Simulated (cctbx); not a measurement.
**Resonant diffraction in Sr3Ti4Al2**

Space group C2/m (no. 12), a = 12.3620 Å, b = 4.1390 Å, c = 8.8030 Å, α = 90.00°, β = 108.82°, γ = 90.00°.

| atom | mult. | x | y | z | Ueq (Å²) |
| --- | --- | --- | --- | --- | --- |
| Sr1 | 4 | 0.8929 | 1/2 | 0.3152 | 0.0142 |
| Sr2 | 2 | 0 | 0 | 0 | 0.0146 |
| Ti1 | 4 | 0.6053 | 1/2 | 0.3929 | 0.0108 |
| Ti2 | 4 | 0.7858 | 1/2 | 0.9370 | 0.0194 |
| Al1 | 4 | 0.7906 | 1/2 | 0.6468 | 0.0088 |

The model is made up (kin elements in a known structure type, no relaxation), so it says nothing on whether the phase exists.

Calculated with cctbx: free-atom f′ and f″ from the Sasaki tables, no fine structure; amplitudes in electrons.

| E (eV) | F 1 1 2 | F 0 0 2 | F 0 0 3 | F 4 0 1 |
| --- | --- | --- | --- | --- |
| 15505 | 211.6 | 35.4 | 244.3 | 223.5 |
| 15855 | 206.9 | 35.9 | 239.7 | 219.6 |
| 15985 | 202.9 | 36.4 | 235.7 | 216.1 |
| 16045 | 199.0 | 36.9 | 231.9 | 212.8 |
| 16075 | 195.0 | 37.4 | 228.0 | 209.5 |
| 16090 | 191.1 | 37.9 | 224.2 | 206.1 |
| 16097 | 187.6 | 38.3 | 220.7 | 203.2 |
| 16101 | 183.8 | 38.8 | 217.0 | 200.0 |
| 16109 | 183.3 | 39.0 | 216.2 | 199.3 |
| 16113 | 188.1 | 38.4 | 221.0 | 203.4 |
| 16120 | 192.1 | 37.9 | 224.9 | 206.8 |
| 16135 | 196.3 | 37.4 | 229.1 | 210.4 |
| 16165 | 200.5 | 36.8 | 233.2 | 213.9 |
| 16255 | 206.1 | 36.1 | 238.7 | 218.7 |
| 16505 | 212.0 | 35.4 | 244.5 | 223.7 |

**Question.** Which edge is crossed, and why do the reflections move as they do?

The K edge of Sr. The edge is at 16105 eV. f′ of Sr falls from -4.4 e at 15985 eV to -7.7 e at 4 eV below it, and f″ steps from 0.52 to 3.77 e across it. Over that approach |F| changes by -9 % (1 1 2), +7 % (0 0 2), -8 % (0 0 3) and -7 % (4 0 1): a reflection falls where Sr scatters in phase with the total and rises where it scatters against it; it hardly moves where the Sr term is small or cancels by symmetry. Above the edge the larger f″ enters the imaginary part, where it can add to or cancel the other atoms' f″. The structure is centrosymmetric, so Friedel mates stay equal.
